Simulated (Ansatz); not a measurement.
# Vibrations of species on Mo(110), part 2 of 2

Aim: bond lengths and vibrational modes of species bound on Mo(110).

Ansatz 0.2.0; DFT PBE, scalar-relativistic, plane waves, PAW; PAW set soft_1.

So far. Step 3 (Relaxation in the fixed cell: F at the threefold hollow …): The largest force component left on a free atom is 0.18 meV/Å. Step 4 (Force constants among chosen sites: F at the threefold …): The highest mode of the block lies at 484.8 cm⁻¹; the acoustic sum rule moved it by 0.0 cm⁻¹.

### 5. Letting the atoms settle: F at the threefold hollow site, 0.5 monolayer

The slab carries F at the threefold hollow site, 0.5 monolayer. Its plane takes the lattice constant of the bulk relaxed at this level. The lowest layers are held, and the other atoms relax. The program lengthens the typed cell of 22.9 Å along the normal to 39.6 Å, as its cut-off of the electrostatics needs, and moves no atom.

System of this step: F at the threefold hollow site, 0.5 monolayer on Mo(110). The cell holds 9 atoms: 8 Mo and 1 F. Its edges and angles: a = 6.322 Å, b = 2.737 Å, c = 39.555 Å, α = 90.0°, β = 90.0°, γ = 54.7°. It derives from Mo. Vacuum lies along c.

The input, input.yaml:

```yaml
crystal:
  lattice:
    - [6.3215098853, 0.0, 0.0]
    - [1.5803774713, 2.2349938257, 0.0]
    - [0.0, 0.0, 22.8810951229]
  atoms:
    - { symbol: Mo, position: [0.75, 0.0, 0.32786] }
    - { symbol: Mo, position: [0.25, 0.0, 0.32786] }
    - { symbol: Mo, position: [0.0, 0.0, 0.425538] }
    - { symbol: Mo, position: [0.5, 0.0, 0.425538] }
    - { symbol: Mo, position: [0.75, 0.0, 0.523217] }
    - { symbol: Mo, position: [0.25, 0.0, 0.523217] }
    - { symbol: Mo, position: [0.0, 0.0, 0.620895] }
    - { symbol: Mo, position: [0.5, 0.0, 0.620895] }
    - { symbol: F, position: [0.1875, 0.25, 0.67214] }
  periodic: [true, true, false]
kpoints:
  mp_grid: { grid: [6, 12, 1] }
hamiltonian:
  xc: pbe
  pseudopotentials: { kind: paw, azcp: { folder: soft_1 } }
scf:
  occupations: { method: methfessel_paxton, width: 0.15 }
output:
  forces: true
  eigenvalues: true
relax:
  adjacent_minimum: "off"
  f_tol: 0.003
  max_steps: 120
  constraints: [{ sites: [0, 1, 2, 3] }]
```

Started as:

```bash
> ansatz run input.yaml --threads 8 --pin off --max-ram 20480MiB --backend cpu --events-out ev --progress --plain --runs-dir out
```

Numbers of over 12 decimals in the logs are rounded to 6 here.

The log of the run:

```text
[...]
Crystal: 9 atoms, lattice volume = 558.854 Å³
Basis set: ecut = 420 eV, 11005 PW (Γ), exchange–correlation on 90×40×540 points (8 copies of the dense FFT grid, shifted against one another)
Bands: 72, of which v1, the nominal top of the filled ones, is band 60 counted from 1 (59 counted from 0)
Symmetry: 1 space group operations
[...]
k-points: 38 of 72 (time reversal used)
[...]
atoms:
    - { symbol: Mo, position: [0.75, 0.0, 0.189655] }
    - { symbol: Mo, position: [0.25, 0.0, 0.189655] }
    - { symbol: Mo, position: [0.0, 0.0, 0.246158] }
    - { symbol: Mo, position: [0.5, 0.0, 0.246158] }
    - { symbol: Mo, position: [0.750836, -0.00966987, 0.302168] }
    - { symbol: Mo, position: [0.247136, 0.00243951, 0.303417] }
    - { symbol: Mo, position: [-0.00623123, 0.032799, 0.358780] }
    - { symbol: Mo, position: [0.520538, -0.069375, 0.356898] }
    - { symbol: F, position: [0.178803, 0.326274, 0.395151] }
[key lines of the parts left out:]
SCF converged after 5 iterations
Free energy (F): -40452.916411 eV
Fermi energy:    -4.730807 eV
```

Run time: 3.8 min. Hardware: 8 threads of Intel Xeon at 2.70GHz, shared host; peak memory 2.5 GiB.

Step by step:

| step | energy less that of the first step (eV) | largest force component (eV/Å) |
| --- | --- | --- |
| 1 | 0.0000 | 3.6884 |
| 2 | -0.6295 | 1.3073 |
| 3 | -0.7084 | 0.5948 |
| 4 | -0.7247 | 0.4143 |
| 5 | -0.7488 | 0.1462 |
| 6 | -0.7608 | 0.0403 |
| 7 | -0.7613 | 0.0159 |
| 8 | -0.7614 | 0.0056 |
| 9 | -0.7614 | 0.0020 |

The atoms that moved most (Å):

| atom | dx | dy | dz | length |
| --- | --- | --- | --- | --- |
| F9 | 0.066 | 0.170 | 0.251 | 0.310 |
| Mo8 | 0.020 | -0.155 | -0.090 | 0.180 |
| Mo7 | 0.012 | 0.073 | -0.015 | 0.076 |
| Mo6 | -0.014 | 0.005 | 0.030 | 0.034 |
| Mo5 | -0.010 | -0.022 | -0.020 | 0.031 |

The largest force component left on a free atom is 2.0 meV/Å.

### 6. Modes of the chosen sites: F at the threefold hollow site, 0.5 monolayer

Only 3 sites are displaced (2 Mo and 1 F), with their periodic images, and all others stay at rest. This gives the modes that are localised on these sites for less work than the whole matrix.

The input, input.yaml:

```yaml
crystal:
  lattice:
    - [6.3215098853, 0.0, 0.0]
    - [1.5803774713, 2.2349938257, 0.0]
    - [0.0, 0.0, 39.5550068578]
  atoms:
    - { symbol: Mo, position: [0.75, 0.0, 0.189654773] }
    - { symbol: Mo, position: [0.25, 0.0, 0.189654773] }
    - { symbol: Mo, position: [0.0, 0.0, 0.2461578503] }
    - { symbol: Mo, position: [0.5, 0.0, 0.2461578503] }
    - { symbol: Mo, position: [0.7508360695, -0.0096698716, 0.302167579] }
    - { symbol: Mo, position: [0.2471363061, 0.0024395061, 0.3034173004] }
    - { symbol: Mo, position: [-0.0062312324, 0.0327988433, 0.3587795039] }
    - { symbol: Mo, position: [0.5205377545, -0.0693745453, 0.3568976009] }
    - { symbol: F, position: [0.1788034816, 0.3262739669, 0.3951512257] }
  periodic: [true, true, false]
kpoints:
  mp_grid: { grid: [6, 12, 1] }
hamiltonian:
  xc: pbe
  pseudopotentials: { kind: paw, azcp: { folder: soft_1 } }
scf:
  occupations: { method: methfessel_paxton, width: 0.15 }
output:
  eigenvalues: true
phonons:
  method: fd
  supercell: [1, 1, 1]
  displaced_sites: [6, 7, 8]
  rigid_motions: translations
```

The log of the run:

```text
[...]
Crystal: 9 atoms, lattice volume = 558.854 Å³
Basis set: ecut = 420 eV, 11005 PW (Γ), exchange–correlation on 90×40×540 points (8 copies of the dense FFT grid, shifted against one another)
Bands: 72, of which v1, the nominal top of the filled ones, is band 60 counted from 1 (59 counted from 0)
Symmetry: 1 space group operations
k-points: 38 of 72 (time reversal used)
[...]
force constants formed among 3 of 9 sites (Mo 6, Mo 7, F 8); the other 6 at rest. The modes move the named sites alone.
[...]
transpose residual: 1.2e-4 eV/Å²
[...]
unstable modes among the named sites: 0
  frequencies as built, with no sum rule (cm⁻¹): 67.10 85.63 123.18 132.79 153.47 170.43 185.83 235.07 416.27
  zero-point energy: 0.097314 eV/cell   skipped modes (ω ≤ 0): 0
[...]
[key lines of the parts left out:]
SCF converged after 15 iterations
Free energy (F): -40452.916411 eV
Fermi energy:    -4.730816 eV
```

Elapsed: 7.2 min, on 8 threads; peak memory 2.9 GiB; 53 min of CPU time.

The other atoms of the cell are at rest; shares are of the kinetic energy, a minus sign marks an imaginary mode, and where like sites share a mode the one named is one choice of several. Modes of the displaced sites:

| mode | frequency (cm⁻¹) | share of Mo (%) | share of F (%) | site with the largest share | its share (%) |
| --- | --- | --- | --- | --- | --- |
| 1 | 67.1 | 95 | 5 | Mo7 | 51 |
| 2 | 85.6 | 88 | 12 | Mo7 | 47 |
| 3 | 123.2 | 70 | 30 | Mo7 | 52 |
| 4 | 132.8 | 60 | 40 | Mo8 | 45 |
| 5 | 153.5 | 83 | 17 | Mo8 | 50 |
| 6 | 170.4 | 84 | 16 | Mo8 | 52 |
| 7 | 185.8 | 76 | 24 | Mo7 | 43 |
| 8 | 235.1 | 27 | 73 | F9 | 73 |
| 9 | 416.3 | 17 | 83 | F9 | 83 |

The highest mode of the block lies at 416.3 cm⁻¹; the acoustic sum rule moved it by 0.0 cm⁻¹.

### 7. Letting the atoms settle: F at the threefold hollow site, 0.25 monolayer

The slab carries F at the threefold hollow site, 0.25 monolayer. Its plane takes the lattice constant of the bulk relaxed at this level. The lowest layers are held, and the other atoms relax. The program lengthens the typed cell of 22.9 Å along the normal to 39.6 Å, as its cut-off of the electrostatics needs, and moves no atom.

System of this step: F at the threefold hollow site, 0.25 monolayer on Mo(110). The cell holds 17 atoms: 16 Mo and 1 F. Cell: a = 6.322 Å, b = 5.475 Å, c = 39.555 Å, α = 90.0°, β = 90.0°, γ = 54.7°. It derives from Mo. Vacuum lies along c.

The input, input.yaml:

```yaml
crystal:
  lattice:
    - [6.3215098853, 0.0, 0.0]
    - [3.1607549426, 4.4699776489, 0.0]
    - [0.0, 0.0, 22.8810951229]
  atoms:
    - { symbol: Mo, position: [0.75, 0.5, 0.32786] }
    - { symbol: Mo, position: [0.25, 0.5, 0.32786] }
    - { symbol: Mo, position: [0.75, 0.0, 0.32786] }
    - { symbol: Mo, position: [0.25, 0.0, 0.32786] }
    - { symbol: Mo, position: [0.0, 0.0, 0.425538] }
    - { symbol: Mo, position: [0.5, 0.0, 0.425538] }
    - { symbol: Mo, position: [1.0, 0.5, 0.425538] }
    - { symbol: Mo, position: [0.5, 0.5, 0.425538] }
    - { symbol: Mo, position: [0.75, 0.5, 0.523217] }
    - { symbol: Mo, position: [0.25, 0.5, 0.523217] }
    - { symbol: Mo, position: [0.75, 0.0, 0.523217] }
    - { symbol: Mo, position: [0.25, 0.0, 0.523217] }
    - { symbol: Mo, position: [0.0, 0.0, 0.620895] }
    - { symbol: Mo, position: [0.5, 0.0, 0.620895] }
    - { symbol: Mo, position: [1.0, 0.5, 0.620895] }
    - { symbol: Mo, position: [0.5, 0.5, 0.620895] }
    - { symbol: F, position: [0.1875, 0.125, 0.67214] }
  periodic: [true, true, false]
kpoints:
  mp_grid: { grid: [6, 6, 1] }
hamiltonian:
  xc: pbe
  pseudopotentials: { kind: paw, azcp: { folder: soft_1 } }
scf:
  occupations: { method: methfessel_paxton, width: 0.15 }
output:
  forces: true
  eigenvalues: true
relax:
  adjacent_minimum: "off"
  f_tol: 0.003
  max_steps: 120
  constraints: [{ sites: [0, 1, 2, 3, 4, 5, 6, 7] }]
```

The log of the run:

```text
[...]
Crystal: 17 atoms, lattice volume = 1117.706 Å³
Basis set: ecut = 420 eV, 21865 PW (Γ), exchange–correlation on 90×80×540 points (8 copies of the dense FFT grid, shifted against one another)
Bands: 139, of which v1, the nominal top of the filled ones, is band 116 counted from 1 (115 counted from 0)
Symmetry: 2 space group operations
[...]
k-points: 13 of 36 (time reversal used)
[...]
- { symbol: Mo, position: [0.500000, 0.0, 0.246158] }
    - { symbol: Mo, position: [1.000000, 0.5, 0.246158] }
    - { symbol: Mo, position: [0.500000, 0.500000, 0.246158] }
[...]
- { symbol: Mo, position: [0.00931627, -0.017612, 0.358016] }
    - { symbol: Mo, position: [0.508296, -0.017612, 0.358016] }
    - { symbol: Mo, position: [0.985745, 0.528510, 0.358210] }
    - { symbol: Mo, position: [0.509194, 0.481613, 0.355536] }
    - { symbol: F, position: [0.157790, 0.184420, 0.395490] }
[key lines of the parts left out:]
SCF converged after 6 iterations
Free energy (F): -80096.387449 eV
Fermi energy:    -4.687597 eV
```

It took 5.2 min on 8 threads; peak memory 5.6 GiB; 39 min of CPU time.

Step by step:

| step | energy less that of the first step (eV) | largest force component (eV/Å) |
| --- | --- | --- |
| 1 | 0.0000 | 3.4395 |
| 2 | -0.6370 | 1.2962 |
| 3 | -0.7522 | 0.5905 |
| 4 | -0.8132 | 0.2533 |
| 5 | -0.8290 | 0.0968 |
| 6 | -0.8320 | 0.0298 |
| 7 | -0.8322 | 0.0098 |
| 8 | -0.8321 | 0.0105 |
| 9 | -0.8322 | 0.0018 |

Relaxation step 8 was tried and not accepted.

The run keeps the 2 symmetry operations that it works with, so distortions that break them were not tested.

The atoms that moved most (Å):

| atom | dx | dy | dz | length |
| --- | --- | --- | --- | --- |
| F17 | 0.000 | 0.266 | 0.264 | 0.375 |
| Mo16 | 0.000 | -0.082 | -0.144 | 0.165 |
| Mo15 | 0.000 | 0.127 | -0.038 | 0.133 |
| Mo14 | -0.003 | -0.079 | -0.045 | 0.091 |
| Mo13 | 0.003 | -0.079 | -0.045 | 0.091 |
| Mo11 | 0.000 | -0.024 | -0.016 | 0.029 |
| Mo9 | 0.007 | -0.011 | 0.018 | 0.022 |
| Mo10 | -0.007 | -0.011 | 0.018 | 0.022 |

The largest force component left on a free atom is 1.8 meV/Å.

### 8. Force constants among chosen sites: F at the threefold hollow site, 0.25 monolayer

Only 4 sites are displaced (3 Mo and 1 F), with their periodic images, and all others stay at rest. This gives the modes that are localised on these sites for less work than the whole matrix.

The input, input.yaml:

```yaml
crystal:
  lattice:
    - [6.3215098853, 0.0, 0.0]
    - [3.1607549426, 4.4699776489, 0.0]
    - [0.0, 0.0, 39.5550068578]
  atoms:
    - { symbol: Mo, position: [0.75, 0.5, 0.189654773] }
    - { symbol: Mo, position: [0.25, 0.5, 0.189654773] }
    - { symbol: Mo, position: [0.75, 0.0, 0.189654773] }
    - { symbol: Mo, position: [0.25, 0.0, 0.189654773] }
    - { symbol: Mo, position: [0.0, 0.0, 0.2461578503] }
    - { symbol: Mo, position: [0.5, 0.0, 0.2461578503] }
    - { symbol: Mo, position: [1.0, 0.5, 0.2461578503] }
    - { symbol: Mo, position: [0.5, 0.5, 0.2461578503] }
    - { symbol: Mo, position: [0.7523940361, 0.4975799146, 0.3031058142] }
    - { symbol: Mo, position: [0.2500260493, 0.4975799146, 0.3031058142] }
    - { symbol: Mo, position: [0.7527212361, -0.0054424722, 0.3022484885] }
    - { symbol: Mo, position: [0.2489610098, 0.0020779804, 0.3030790053] }
    - { symbol: Mo, position: [0.0093162743, -0.017612031, 0.3580155456] }
    - { symbol: Mo, position: [0.5082957567, -0.017612031, 0.3580155456] }
    - { symbol: Mo, position: [0.9857448683, 0.5285102634, 0.3582100409] }
    - { symbol: Mo, position: [0.5091935197, 0.4816129607, 0.3555364836] }
    - { symbol: F, position: [0.1577898217, 0.1844203566, 0.3954904121] }
  periodic: [true, true, false]
kpoints:
  mp_grid: { grid: [6, 6, 1] }
hamiltonian:
  xc: pbe
  pseudopotentials: { kind: paw, azcp: { folder: soft_1 } }
scf:
  occupations: { method: methfessel_paxton, width: 0.15 }
output:
  eigenvalues: true
phonons:
  method: fd
  supercell: [1, 1, 1]
  displaced_sites: [12, 13, 14, 16]
  rigid_motions: translations
```

The log of the run:

```text
[...]
Crystal: 17 atoms, lattice volume = 1117.706 Å³
Basis set: ecut = 420 eV, 21865 PW (Γ), exchange–correlation on 90×80×540 points (8 copies of the dense FFT grid, shifted against one another)
Bands: 139, of which v1, the nominal top of the filled ones, is band 116 counted from 1 (115 counted from 0)
Symmetry: 2 space group operations
k-points: 13 of 36 (time reversal used)
[...]
force constants formed among 4 of 17 sites (Mo 12, Mo 13, Mo 14, F 16); the other 13 at rest. The modes move the named sites alone.
[...]
transpose residual: 8.6e-5 eV/Å²
[...]
unstable modes among the named sites: 0
  frequencies as built, with no sum rule (cm⁻¹): 83.39 97.56 114.58 120.51 125.49 131.44 157.11 164.55 168.28 180.56 199.55 391.01
  zero-point energy: 0.119895 eV/cell   skipped modes (ω ≤ 0): 0
[...]
[key lines of the parts left out:]
SCF converged after 16 iterations
Free energy (F): -80096.387449 eV
Fermi energy:    -4.687609 eV
```

Elapsed: 12 min, on 8 threads; peak memory 6.5 GiB; 88 min of CPU time.

The other atoms of the cell are at rest; shares are of the kinetic energy, a minus sign marks an imaginary mode, and where like sites share a mode the one named is one choice of several. Modes of the displaced sites:

| mode | frequency (cm⁻¹) | share of Mo (%) | share of F (%) | site with the largest share | its share (%) |
| --- | --- | --- | --- | --- | --- |
| 1 | 83.4 | 100 | 0 | Mo13 | 47 |
| 2 | 97.6 | 93 | 7 | Mo15 | 49 |
| 3 | 114.6 | 59 | 41 | F17 | 41 |
| 4 | 120.5 | 63 | 37 | F17 | 37 |
| 5 | 125.5 | 99 | 1 | Mo14 | 39 |
| 6 | 131.4 | 85 | 15 | Mo13 | 36 |
| 7 | 157.1 | 100 | 0 | Mo13 | 46 |
| 8 | 164.6 | 92 | 8 | Mo15 | 64 |
| 9 | 168.3 | 77 | 23 | Mo15 | 39 |
| 10 | 180.6 | 78 | 22 | Mo15 | 56 |
| 11 | 199.6 | 35 | 65 | F17 | 65 |
| 12 | 391.0 | 18 | 82 | F17 | 82 |

The highest mode of the block lies at 391.0 cm⁻¹; the acoustic sum rule moved it by 0.0 cm⁻¹.

### 9. All members side by side

The members are set side by side.

The anchoring bond is the shortest distance from the first added atom to the slab, and like atoms elsewhere in the cell can differ; degenerate modes stand as often as they occur. The species side by side:

| species | coverage (monolayer) | anchoring bond | its length (Å) | highest level (cm⁻¹) | second (cm⁻¹) | third (cm⁻¹) |
| --- | --- | --- | --- | --- | --- | --- |
| F at the threefold hollow site | 1 | F-Mo | 2.095 | 484.8 | 254 | 133.9 |
| F at the threefold hollow site | 0.5 | F-Mo | 2.137 | 416.3 | 235.1 | 185.8 |
| F at the threefold hollow site | 0.25 | F-Mo | 2.131 | 391 | 199.6 | 180.6 |

### 10. Results

```json
{"highest mode of the block of 2 sites, F at the threefold hollow site, 1 monolayer": "484.8 cm⁻¹", "highest mode of the block of 3 sites, F at the threefold hollow site, 0.5 monolayer": "416.3 cm⁻¹", "highest mode of the block of 4 sites, F at the threefold hollow site, 0.25 monolayer": "391.0 cm⁻¹"}
```

What this shows: With F at the threefold hollow site, 1 monolayer the highest mode of the block lies at 485 cm⁻¹, 82 % on F and 18 % on Mo. With F at the threefold hollow site, 0.5 monolayer the highest mode of the block lies at 416 cm⁻¹, 83 % on F and 17 % on Mo. With F at the threefold hollow site, 0.25 monolayer the highest mode of the block lies at 391 cm⁻¹, 82 % on F and 18 % on Mo. With all atoms beyond the displaced ones at rest, modes that spread into the slab are only rough; stretches of light atoms, well above the modes of the substrate atoms, are the least affected. Periodic images of the cell move in phase at the zone centre, so coupling to the images is part of these frequencies. These are harmonic frequencies at zero temperature: anharmonic shifts, linewidths and thermal expansion are left out. The runs are without spin polarisation, although the cell has an odd electron count.

[Logs are printed without paths, hosts, clocks, repeated set-up lines and the standing remarks that a program may print on its own settings, such as how far it seeks lower states.]

[Hosts, paths, dates, database ids (printed as entryN), source tags and the programs' standing remarks are cut or masked in the printed files.]
